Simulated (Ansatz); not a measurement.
# One crystal, many levels of theory: ZnSb (Pbca)

What gap does each level of theory give for ZnSb (Pbca), and in what time?

Method: density functionals, hybrids and G0W0, plane waves, PAW, in Ansatz 0.2.0.

### Step 1. The structure

The structure is orthorhombic, space group Pbca (No. 61). The conventional cell has a = 6.218 Å, b = 7.741 Å, c = 8.115 Å, α = 90.00°, β = 90.00°, γ = 90.00°. Nearest to Zn lie 4 Sb at 2.64 to 2.94 Å and 1 Zn at 2.82 Å. Sb has 4 Zn at 2.64 to 2.94 Å and 1 Sb at 2.81 Å nearest. Farther neighbours are not listed.

Coordinates:

```cif
data_structure
_symmetry_space_group_name_H-M 'P 1'
_symmetry_Int_Tables_number 1
_cell_length_a 6.2180
_cell_length_b 7.7410
_cell_length_c 8.1150
_cell_angle_alpha 90.000
_cell_angle_beta 90.000
_cell_angle_gamma 90.000
_cell_volume 390.60
loop_
_atom_site_label
_atom_site_type_symbol
_atom_site_fract_x
_atom_site_fract_y
_atom_site_fract_z
_atom_site_occupancy
Zn1 Zn 0.45390 0.11150 0.86730 1
Zn2 Zn 0.04610 0.88850 0.36730 1
Zn3 Zn 0.95390 0.38850 0.13270 1
Zn4 Zn 0.54610 0.61150 0.63270 1
Zn5 Zn 0.54610 0.88850 0.13270 1
Zn6 Zn 0.95390 0.11150 0.63270 1
Zn7 Zn 0.04610 0.61150 0.86730 1
Zn8 Zn 0.45390 0.38850 0.36730 1
Sb9 Sb 0.14200 0.08410 0.10830 1
Sb10 Sb 0.35800 0.91590 0.60830 1
Sb11 Sb 0.64200 0.41590 0.89170 1
Sb12 Sb 0.85800 0.58410 0.39170 1
Sb13 Sb 0.85800 0.91590 0.89170 1
Sb14 Sb 0.64200 0.08410 0.39170 1
Sb15 Sb 0.35800 0.58410 0.10830 1
Sb16 Sb 0.14200 0.41590 0.60830 1
```

The cell and positions come from the Crystallography Open Database and are kept as given unless a step says otherwise. Spin-orbit coupling is left out unless a step names it. The default PAW set here is soft_2. Its files were made with PBE.

### Step 2. LDA on the 4×4×4 mesh

This step: DFT, LDA, plane waves, PAW.

Contents of input.yaml:

```yaml
crystal:
  lattice:
    - [6.218, 0.0, 0.0]
    - [0.0, 7.741, 0.0]
    - [0.0, 0.0, 8.115]
  atoms:
    - { symbol: Zn, position: [0.4539, 0.1115, 0.8673] }
    - { symbol: Zn, position: [0.0461, 0.8885, 0.3673] }
    - { symbol: Zn, position: [0.9539, 0.3885, 0.1327] }
    - { symbol: Zn, position: [0.5461, 0.6115, 0.6327] }
    - { symbol: Zn, position: [0.5461, 0.8885, 0.1327] }
    - { symbol: Zn, position: [0.9539, 0.1115, 0.6327] }
    - { symbol: Zn, position: [0.0461, 0.6115, 0.8673] }
    - { symbol: Zn, position: [0.4539, 0.3885, 0.3673] }
    - { symbol: Sb, position: [0.142, 0.0841, 0.1083] }
    - { symbol: Sb, position: [0.358, 0.9159, 0.6083] }
    - { symbol: Sb, position: [0.642, 0.4159, 0.8917] }
    - { symbol: Sb, position: [0.858, 0.5841, 0.3917] }
    - { symbol: Sb, position: [0.858, 0.9159, 0.8917] }
    - { symbol: Sb, position: [0.642, 0.0841, 0.3917] }
    - { symbol: Sb, position: [0.358, 0.5841, 0.1083] }
    - { symbol: Sb, position: [0.142, 0.4159, 0.6083] }
kpoints:
  mp_grid: { grid: [4, 4, 4] }
  band_path:
    path:
      - [0.0, 0.0, 0.0]
      - [0.5, 0.0, 0.0]
      - [0.5, 0.5, 0.0]
      - [0.0, 0.5, 0.0]
      - [0.0, 0.0, 0.5]
      - [0.5, 0.0, 0.5]
      - [0.5, 0.5, 0.5]
      - [0.0, 0.5, 0.5]
      - [0.4, 0.0, 0.0]
      - [0.0, 0.0, 0.35]
      - [0.45, 0.0, 0.0]
    npoints: 1
hamiltonian:
  xc: lda
scf:
  occupations: { method: fixed }
  n_extra_bands: 9
output:
  eigenvalues: true
  forces: true
  stress: true
```

The run is started by

```
> ansatz run input.yaml --threads 24 --pin off --max-ram 82944MiB --backend cuda --events-out ev --progress --plain --runs-dir out --devices 1 --max-vram 78GiB
```

Numbers of over 12 decimals in the logs are rounded to 6 here.

The log of the run:

```text
scf.n_extra_bands = 9 over 108 filled bands (N_el = 216.0): the run solves 117 bands
GPUs: using 1 of 1 available (devices: 1).
Engine: ansatz 0.2.0, aarch64-unknown-linux-gnu
Pseudopotentials: kind: paw
Pseudopotential: Zn, paw, valence charge 12, recommended cutoff 420 eV (normal), Zn.paw.azcp
Pseudopotential: Sb, paw, valence charge 15, recommended cutoff 420 eV (normal), Sb.paw.azcp
Functional definition: SPW92
  exchange = slater_x
  correlation = pw_c
concurrent solve slots: 14 of 24 are kept, ahead of what memory takes: no pass of the eigensolver takes more rounds on 14
device memory: the entry about to start is reckoned to put 15.0 GiB on a device that reports 182.5 GiB free (of which the cap on the GPU budget leaves the run 78.0 GiB)
GPU FFT provider: cuFFT
GPU libraries: cuBLAS 13.8.1, cuFFT 12.4.0, cuSOLVER 12.3.2
GPU matrix products: emulated (plane waves: as basis.precision tells), large ones in fixed point in workspaces of 1.00 GiB
Crystal: 16 atoms, lattice volume = 390.604 Å³
Basis set: ecut = 420 eV, 7639 PW (Γ)
Bands: 117, of which v1, the nominal top of the filled ones, is band 108 counted from 1 (107 counted from 0)
Symmetry: 8 space group operations
Space group: Pbca (ITA 61), of the structure as read, at distance tolerance 7.3e-5 Å
k-points: 27 of 64
Non-local potential: Zn, projectors of the file, l = 0: 2, l = 1: 2, l = 2: 3, l = 3: 1
Non-local potential: Sb, projectors of the file, l = 0: 2, l = 1: 2, l = 2: 2, l = 3: 2
PAW form: soft (Blöchl's): semilocal exchange-correlation on the pseudo side does not see the compensation charge
PAW frozen core: Zn, regenerated for the run's functional, and the local potential with it (the file was generated under x = pbe(κ = 0.804, μ = 0.219515), c = pbe(β = 0.066725))
PAW frozen core: Sb, regenerated for the run's functional, and the local potential with it (the file was generated under x = pbe(κ = 0.804, μ = 0.219515), c = pbe(β = 0.066725))
PAW one-centre angular grid: Zn, 590 points (default); XC on 64 Gauss nodes
PAW one-centre angular grid: Sb, 590 points (default); XC on 64 Gauss nodes
Initial density: superposition of atomic densities (neutral atoms: chi_scale 0, normalization atom), corrected by the library's trained network
Initial wavefunctions: pseudopotential atomic-orbital guess
GPU buffer pool allocated for 145800 grid points (all kernels)
GPU transforms: local potential and band sums: pruned to the plane-wave sphere, on 45×54×60
Functional: x = slater, c = lda
SCF iter   1: F=—  HF=-76656.187221 eV  |F-HF|=—  |Δ(HF+E_count)|=         —  Δρ=6.20e-3  dr2=7.62e-2  ethr=1.77e-3  ⟨swp⟩=4.6  Hψ=12107  notcnv=0  defer=174
preconditioner: auto → Resta (q_TF=auto, 2.472 Å⁻¹)  ε∞=8.5  [insulator: Δε(μ)=0.335 eV  Ē_g=8.004 eV  n_scr=100 (ndim 8)  ℏωp=21.9 eV  f_vac=0.007  ε∞_Penn≈8.5]
SCF iter   2: F=—  HF=-76656.166929 eV  |F-HF|=—  |Δ(HF+E_count)|=   2.03e-2  Δρ=2.83e-3  dr2=2.19e-2  ethr=3.53e-5  ⟨swp⟩=3.0  Hψ=6870  notcnv=0  defer=175
SCF iter   3: F=—  HF=-76656.163515 eV  |F-HF|=—  |Δ(HF+E_count)|=   3.41e-3  Δρ=1.51e-3  dr2=3.90e-3  ethr=1.01e-5  ⟨swp⟩=3.9  Hψ=6114  notcnv=0  defer=175
SCF iter   4: F=—  HF=-76656.161958 eV  |F-HF|=—  |Δ(HF+E_count)|=   1.56e-3  Δρ=2.99e-4  dr2=4.52e-4  ethr=1.81e-6  ⟨swp⟩=2.0  Hψ=4863  notcnv=0  defer=175
SCF iter   5: F=—  HF=-76656.160552 eV  |F-HF|=—  |Δ(HF+E_count)|=   1.41e-3  Δρ=7.13e-5  dr2=2.69e-5  ethr=2.09e-7  ⟨swp⟩=2.0  Hψ=4909  notcnv=0  defer=86
SCF iter   6: F=—  HF=-76656.161763 eV  |F-HF|=—  |Δ(HF+E_count)|=   1.21e-3  Δρ=2.15e-5  dr2=1.76e-6  ethr=1.25e-8  ⟨swp⟩=2.0  Hψ=4811  notcnv=0  defer=86
SCF iter   7: F=—  HF=-76656.161762 eV  |F-HF|=—  |Δ(HF+E_count)|=   2.97e-7  Δρ=5.23e-6  dr2=1.17e-7  ethr=8.13e-10  ⟨swp⟩=2.0  Hψ=5989  notcnv=0  defer=86
SCF iter   8: F=-76656.161763 eV  HF=-76656.161763 eV  |F-HF|=2.82e-9  |Δ(HF+E_count)|=   3.11e-8  Δρ=1.34e-6  dr2=8.50e-9  ethr=4.63e-11  ⟨swp⟩=10.5  Hψ=16055  notcnv=0
SCF 1 converged in 8 iterations: F = -76656.161763 eV  dr2 = 8.50e-9
[...]
device memory: the entry about to start is reckoned to put 12.3 GiB on a device that reports 173.1 GiB free (of which the cap on the GPU budget leaves the run 78.0 GiB)
NSCF: frozen V_eff on 11 k-points
SCF converged after 8 iterations
Free energy (F): -76656.161763 eV
Harris-Foulkes:  -76656.161763 eV  (|F-HF|=2.82e-9)
Internal energy: -76656.161763 eV  (E = F + TS)
E sigma→0 (E₀):  -76656.161763 eV
Fermi energy:    8.766866 eV
--- Per-component energies (eV) ---
  E_band       = -1261.024089
  E_kinetic    = 2719.849078
  E_local      = -27125.017586  (includes V_loc(G=0)·N_el)
  E_nonlocal   = 7856.897980
  E_hartree    = 11817.339122
  E_xc         = -2185.952646
  E_vxc        = -1205.191262  (∫ρ·V_xc dr)
  E_paw        = -49459.079709  (= ΣΔE_a)
  E_vpaw       = -7142.232136  (= ΣTr[D̂ρ^β])
  E_aug_tail   = -0.002913  (compensation charges beyond the density's cutoff)
  E_ewald      = -20297.122807
  E_core_change = 16.927719  (= ΣΔE_core)
  E_smearing   = -0.000000  (= −TS)
  E_closure    = -0.000000  (closes the sum)
  Σ components = -76656.161763   (vs F -76656.161763, Δ=0.00e0)
--- Forces (eV/Å), atoms counted from 1 ---
  atom   1  Zn     0.03656384    -0.17939006     0.16310103
  atom   2  Zn    -0.03656384     0.17939006     0.16310103
  atom   3  Zn     0.03656384     0.17939006    -0.16310103
  atom   4  Zn    -0.03656384    -0.17939006    -0.16310103
  atom   5  Zn    -0.03656384     0.17939006    -0.16310103
  atom   6  Zn     0.03656384    -0.17939006    -0.16310103
  atom   7  Zn    -0.03656384    -0.17939006     0.16310103
  atom   8  Zn     0.03656384     0.17939006     0.16310103
  atom   9  Sb     0.13712513    -0.07784963     0.00850448
  atom  10  Sb    -0.13712513     0.07784963     0.00850448
  atom  11  Sb     0.13712513     0.07784963    -0.00850448
  atom  12  Sb    -0.13712513    -0.07784963    -0.00850448
  atom  13  Sb    -0.13712513     0.07784963    -0.00850448
  atom  14  Sb     0.13712513    -0.07784963    -0.00850448
  atom  15  Sb    -0.13712513    -0.07784963     0.00850448
  atom  16  Sb     0.13712513     0.07784963     0.00850448
  max |Σ_I F_I| component: 5.55e-17 eV/Å
--- Stress (GPa, compression-positive) ---
       -3.032599       0.000000       0.000000
        0.000000      -3.270909       0.000000
        0.000000       0.000000      -3.362102
  P = ⅓ Tr σ = -3.2219 GPa (-32.219 kbar)
--- Band table (eV; the first three rows and the last of 27) ---
  k-point 0: bands = [... 104 lower, 7.3286, 7.7149, 7.9636, 8.0364, 9.1982, 10.0548, 10.3191, 10.3350, ... 5 higher]
  k-point 1: bands = [... 104 lower, 7.3995, 7.5715, 8.0029, 8.1337, 9.1979, 9.4462, 10.1392, 10.1735, ... 5 higher]
  k-point 2: bands = [... 104 lower, 7.3623, 7.3623, 8.1778, 8.1778, 9.2412, 9.2412, 9.3226, 9.3226, ... 5 higher]
  k-point 26: bands = [... 104 lower, 7.8131, 7.8131, 7.8131, 7.8131, 9.4661, 9.4661, 9.4661, 9.4661, ... 5 higher]
```

Run time: 2 s. Hardware: 1 × NVIDIA GB200 (shared by 2 runs) with 24 threads of Arm Neoverse V2, shared host; peak memory 1.2 GiB; 9.9 s of CPU time.

Reading the cycles: dr2 is the Hartree energy of the density residual (eV), the measure of convergence; HF is the Harris–Foulkes estimate of the energy, which meets the free energy F at convergence.

This step gave:

* pressure: -3.222 GPa
* gap: -0.005543 eV
* valence top at: k = (0.400, 0.000, 0.000)
* conduction bottom at: k = (0.000, 0.000, 0.350)
* least direct gap: 0.3735 eV

Over mesh and listed points the bands touch or overlap at this level.

### Step 3. r2SCAN on the 4×4×4 mesh

Levels along a band path and on the mesh show where this functional puts the band edges.

This step: DFT, r2SCAN, plane waves, PAW.

input.yaml, the sections that differ from step 2:

```yaml
kpoints:
  mp_grid: { grid: [4, 4, 4] }
  band_path:
    path:
      - [[0.0, 0.0, 0.0], [0.5, 0.0, 0.0], [0.5, 0.5, 0.0], [0.0, 0.5, 0.0], [0.0, 0.0, 0.0], [0.0, 0.0, 0.5], [0.5, 0.0, 0.5], [0.5, 0.5, 0.5], [0.0, 0.5, 0.5], [0.0, 0.0, 0.5]]
      - [[0.5, 0.0, 0.0], [0.5, 0.0, 0.5]]
      - [[0.0, 0.5, 0.0], [0.0, 0.5, 0.5]]
      - [[0.5, 0.5, 0.0], [0.5, 0.5, 0.5]]
    npoints: 10
hamiltonian:
  xc: r2scan
scf:
  occupations: { method: fermi_dirac, width: 0.02 }
  n_extra_bands: 9
# crystal, output: as in step 2
```

The log of the run:

```text
[...]
GPUs: using 1 of 1 available (devices: 1).
[...]
Crystal: 16 atoms, lattice volume = 390.604 Å³
Basis set: ecut = 500 eV, 9939 PW (Γ), exchange–correlation on 192×240×240 points (64 copies of the dense FFT grid, shifted against one another)
Bands: 117, of which v1, the nominal top of the filled ones, is band 108 counted from 1 (107 counted from 0)
Symmetry: 8 space group operations
[...]
k-points: 27 of 64
[...]
SCF iter   1: F=—  HF=-78599.436177 eV  |F-HF|=—  |Δ(HF+E_count)|=         —  Δρ=1.38e-2  dr2=3.91e-1  dr2_τ=1.99e-2  ethr=1.77e-3  ⟨swp⟩=6.1  Hψ=13262  notcnv=0
[...]
SCF iter   8: F=-78599.414722 eV  HF=-78599.414722 eV  |F-HF|=5.03e-8  |Δ(HF+E_count)|=   4.54e-7  Δρ=4.42e-6  dr2=5.85e-8  dr2_τ=5.31e-10  ethr=4.63e-11  ⟨swp⟩=10.0  Hψ=16420  notcnv=0
[...]
--- Forces (eV/Å), atoms counted from 1 ---
  atom   1  Zn     0.02983770    -0.17180561     0.16503511
  atom   2  Zn    -0.02983770     0.17180561     0.16503511
  atom   3  Zn     0.02983770     0.17180561    -0.16503511
  atom   4  Zn    -0.02983770    -0.17180561    -0.16503511
  atom   5  Zn    -0.02983770     0.17180561    -0.16503511
  atom   6  Zn     0.02983770    -0.17180561    -0.16503511
  atom   7  Zn    -0.02983770    -0.17180561     0.16503511
  atom   8  Zn     0.02983770     0.17180561     0.16503511
[...]
atom  13  Sb    -0.12248755     0.10481165     0.05803369
  atom  14  Sb     0.12248755    -0.10481165     0.05803369
  atom  15  Sb    -0.12248755    -0.10481165    -0.05803369
  atom  16  Sb     0.12248755     0.10481165    -0.05803369
  max |Σ_I F_I| component: 4.86e-17 eV/Å
--- Stress (GPa, compression-positive) ---
        0.199516       0.000000       0.000000
        0.000000       0.176271       0.000000
        0.000000       0.000000      -0.137286
  P = ⅓ Tr σ = 0.0795 GPa (0.795 kbar)
--- Band table (eV; the first three rows and the last of 27) ---
[...]
[key lines of the parts left out:]
SCF converged after 8 iterations
Free energy (F): -78599.414722 eV
Fermi energy:    9.270543 eV
```

Wall time 5.1 s (1 × NVIDIA GB200 (shared by 2 runs) with 24 threads); peak memory 1.7 GiB.

This step gave:

| Property | Result |
| --- | --- |
| pressure | 0.07950 GPa |
| filled bands | 108 |
| gap | 0.3980 eV |
| valence top at | k = (0.400, 0.000, 0.000) |
| conduction bottom at | k = (0.000, 0.000, 0.350) |
| least direct gap | 0.7827 eV |

Over mesh and path the gap is 0.398 eV, from k = (0.400, 0.000, 0.000) to k = (0.000, 0.000, 0.350). The least direct gap found is 0.783 eV, at k = (0.450, 0.000, 0.000).

### Step 4. r2SCAN+SOC on the 4×4×4 mesh

This run has two-component orbitals with spin-orbit coupling.

This step: DFT, r2SCAN with spin-orbit coupling, plane waves, PAW.

input.yaml, the sections that differ from step 3:

```yaml
kpoints:
  mp_grid: { grid: [4, 4, 4] }
  band_path:
    path:
      - [0.0, 0.0, 0.0]
      - [0.5, 0.0, 0.0]
      - [0.5, 0.5, 0.0]
      - [0.0, 0.5, 0.0]
      - [0.0, 0.0, 0.5]
      - [0.5, 0.0, 0.5]
      - [0.5, 0.5, 0.5]
      - [0.0, 0.5, 0.5]
      - [0.4, 0.0, 0.0]
      - [0.0, 0.0, 0.35]
      - [0.45, 0.0, 0.0]
    npoints: 1
scf:
  occupations: { method: fermi_dirac, width: 0.02 }
  n_extra_bands: 18
magnetization:
  noncollinear: true
  spin_orbit: true
# crystal, hamiltonian, output: as in step 3
```

The log of the run:

```text
[...]
GPUs: using 1 of 1 available (devices: 1).
[...]
non-collinear run that drives no moment, with spin-orbit: no starting moment large enough to seed its density (crystal.atoms[].spin), no starting occupations that ask for one, no magnetisation constraint and no magnetic field, so the semilocal B_xc is pinned to zero
[...]
Crystal: 16 atoms, lattice volume = 390.604 Å³
[...]
SCF iter   4: F=—  HF=-78495.184374 eV  |F-HF|=—  |Δ(HF+E_count)|=   1.27e-2  Δρ=2.25e-3  dr2=1.89e-2  dr2_τ=3.09e-5  dr2_m=0.00e0 (ungated)  ethr=9.86e-5  |M|=0.00e0 ∫|m|=0.00e0 μB  |m|>n=0.0e0 m-floor=0.0e0 τ_xc=0.0e0  β_m=0.69  ⟨swp⟩=2.1  Hψ=4781  notcnv=0  defer=260
[...]
SCF 1 converged in 9 iterations: F = -78495.187057 eV  dr2 = 8.00e-8
[...]
SCF converged after 9 iterations
[...]
```

It took 8.1 s on 1 × NVIDIA GB200 (shared by 2 runs) with 24 threads; peak memory 2.7 GiB; 60 s of CPU time.

Numbers from this step:

| Quantity | Value |
| --- | --- |
| pressure | 0.07398 GPa |
| gap | 0.3869 eV |
| valence top at | k = (0.400, 0.000, 0.000) |
| conduction bottom at | k = (0.000, 0.000, 0.350) |
| least direct gap | 0.7668 eV |

Over mesh and listed points the gap is 0.387 eV, from k = (0.400, 0.000, 0.000) to k = (0.000, 0.000, 0.350). The least direct gap found is 0.767 eV, at k = (0.450, 0.000, 0.000). r2SCAN+SOC against r2SCAN: 0.387 − 0.398 = −0.011 eV, with the same mesh, set of files (read in its fully relativistic form for the spin-orbit run) and cutoff, and both edges at the same k points. The spin-orbit run sees mesh and listed points alone, so its gap is an upper bound: the coupling can move an edge off these points, and the change over the zone, its sign included where it is small, is not known.

### Step 5. HSE06 on the 2×2×2 mesh

HSE06 mixes in a quarter of exact exchange at short range.

This step: DFT, HSE06, plane waves, PAW.

Edit input.yaml of step 4 so:

```diff
@@ -23,3 +23,3 @@
 kpoints:
-  mp_grid: { grid: [4, 4, 4] }
+  mp_grid: { grid: [2, 2, 2] }
   band_path:
@@ -39,12 +39,7 @@
 hamiltonian:
-  xc: r2scan
+  xc: hse06
 scf:
-  occupations: { method: fermi_dirac, width: 0.02 }
-  n_extra_bands: 18
-magnetization:
-  noncollinear: true
-  spin_orbit: true
+  occupations: { method: fixed }
+  n_extra_bands: 9
 output:
   eigenvalues: true
-  forces: true
-  stress: true
```

The log of the run:

```text
[...]
GPUs: using 1 of 1 available (devices: 1).
[...]
davidson cushion auto → on  (no smearing: the cushion is to keep the highest requested band from converging to the state above it; pin scf.eigensolver.cushion to override)
[...]
Crystal: 16 atoms, lattice volume = 390.604 Å³
Basis set: ecut = 420 eV, 7639 PW (Γ)
Bands: 117, of which v1, the nominal top of the filled ones, is band 108 counted from 1 (107 counted from 0)
Symmetry: 8 space group operations
[...]
k-points: 8
[...]
Frozen-core exchange: fock
SCF iter   1: F=—  HF=-78462.438573 eV  |F-HF|=—  |Δ(HF+E_count)|=         —  Δρ=2.02e-2  dr2=8.26e-1  ethr=6.17e-9  ⟨swp⟩=11.2  Hψ=7657  notcnv=0
[...]
hybrid outer 1: dexx = +1.267e-1 eV, tail = 5.88e-4 eV
[...]
SCF 3 converged in 5 iterations: F = -78462.268867 eV  dr2 = 6.03e-8
hybrid outer 2: dexx = +1.224e-5 eV, tail = 3.68e-7 eV, Δε = 4.57e-3 eV (about 1.61e-4 eV left of the loop's levels)
[...]
--- Band table (eV; the first three rows and the last of 8) ---
[...]
```

It took 16 s on 1 × NVIDIA GB200 (shared by 2 runs) with 24 threads; peak memory 2.2 GiB.

Numbers from this step:

```yaml
gap: 0.6740 eV
valence_top_at: k = (0.450, 0.000, 0.000)
conduction_bottom_at: k = (0.000, 0.000, 0.350)
least_direct_gap: 1.090 eV
exact_exchange_fraction: 0.25
```

Over mesh and listed points the gap is 0.674 eV, from k = (0.450, 0.000, 0.000) to k = (0.000, 0.000, 0.350). The least direct gap found is 1.090 eV, at k = (0.450, 0.000, 0.000). On the 2×2×2 mesh alone the same run gives 0.906 eV, so that mesh misses an edge of HSE06: 0.906 − 0.674 = +0.232 eV. HSE06 against r2SCAN: 0.674 − 0.398 = +0.276 eV. The runs also differ in mesh (4×4×4 and 2×2×2) and plane-wave cutoff (500 eV and 420 eV), and the valence top lies at another k point, so how much of this comes from the functional alone is not known.

### Step 6. PBE0 on the 2×2×2 mesh

PBE0 mixes in a quarter of exact exchange at all distances.

This step: DFT, PBE0, plane waves, PAW.

Edit input.yaml of step 5 so:

```diff
@@ -39,3 +39,3 @@
 hamiltonian:
-  xc: hse06
+  xc: pbe0
 scf:
```

The log of the run:

```text
[...]
GPUs: using 1 of 1 available (devices: 1).
[...]
Crystal: 16 atoms, lattice volume = 390.604 Å³
Basis set: ecut = 420 eV, 7639 PW (Γ)
Bands: 117, of which v1, the nominal top of the filled ones, is band 108 counted from 1 (107 counted from 0)
Symmetry: 8 space group operations
[...]
k-points: 8
[...]
Frozen-core exchange: fock
SCF iter   1: F=—  HF=-78456.438770 eV  |F-HF|=—  |Δ(HF+E_count)|=         —  Δρ=1.87e-2  dr2=7.09e-1  ethr=6.26e-9  ⟨swp⟩=11.1  Hψ=7643  notcnv=0
[...]
SCF iter   2: F=—  HF=-78456.252236 eV  |F-HF|=—  |Δ(HF+E_count)|=   1.87e-1  Δρ=2.79e-3  dr2=6.44e-2  ethr=6.26e-9  ⟨swp⟩=7.5  Hψ=5741  notcnv=0
[...]
hybrid outer 1: dexx = +1.962e-1 eV, tail = 9.23e-4 eV
[...]
SCF 3 converged in 4 iterations: F = -78456.363679 eV  dr2 = 7.44e-8
[...]
--- Band table (eV; the first three rows and the last of 8) ---
[...]
```

Run time: 17 s. Hardware: 1 × NVIDIA GB200 (shared by 2 runs) with 24 threads; peak memory 2.2 GiB; 2.6 min of CPU time.

Numbers from this step:

- gap: 1.206 eV
- valence top at: k = (0.400, 0.000, 0.000)
- conduction bottom at: k = (0.000, 0.000, 0.350)
- least direct gap: 1.695 eV
- exact-exchange fraction: 0.25

Over mesh and listed points the gap is 1.206 eV, from k = (0.400, 0.000, 0.000) to k = (0.000, 0.000, 0.350). The least direct gap found is 1.695 eV, at k = (0.450, 0.000, 0.000). On the 2×2×2 mesh alone the same run gives 1.517 eV, so that mesh misses an edge of PBE0: 1.517 − 1.206 = +0.311 eV. PBE0 against HSE06: 1.206 − 0.674 = +0.532 eV. Mesh, set of files and cutoff are the same, but the valence top lies at another k point, so this need not be the shift of one pair of states.

[end of part 1 of 2]

[Paths, hosts, dates, memory and timing lines, banners, echoed tables and standing remarks are left out of the program output.]

[Logs are printed without paths, hosts, clocks, repeated set-up lines and the standing remarks that a program may print on its own settings, such as how far it seeks lower states.]

[Runs of the session that timed out or met a known fault of the program may be left out.]

[Cells called generated may have been cut or substituted from an entry of the Crystallography Open Database or the Materials Project.]

[Hosts, paths, dates, database ids (printed as entryN), source tags and the programs' standing remarks are cut or masked in the printed files.]

[Where an RPA ε∞ is given, it is that of the G0W0 mesh and is not shown converged in it. Names of k-points follow the symmetry that the program found, which can be lower than the space group named. Band edges on a path are those of the sampled points; other points can move an edge, and change direct to indirect where valleys lie close.]

[Hybrid gaps are those of their k-mesh and are not shown converged in it.]
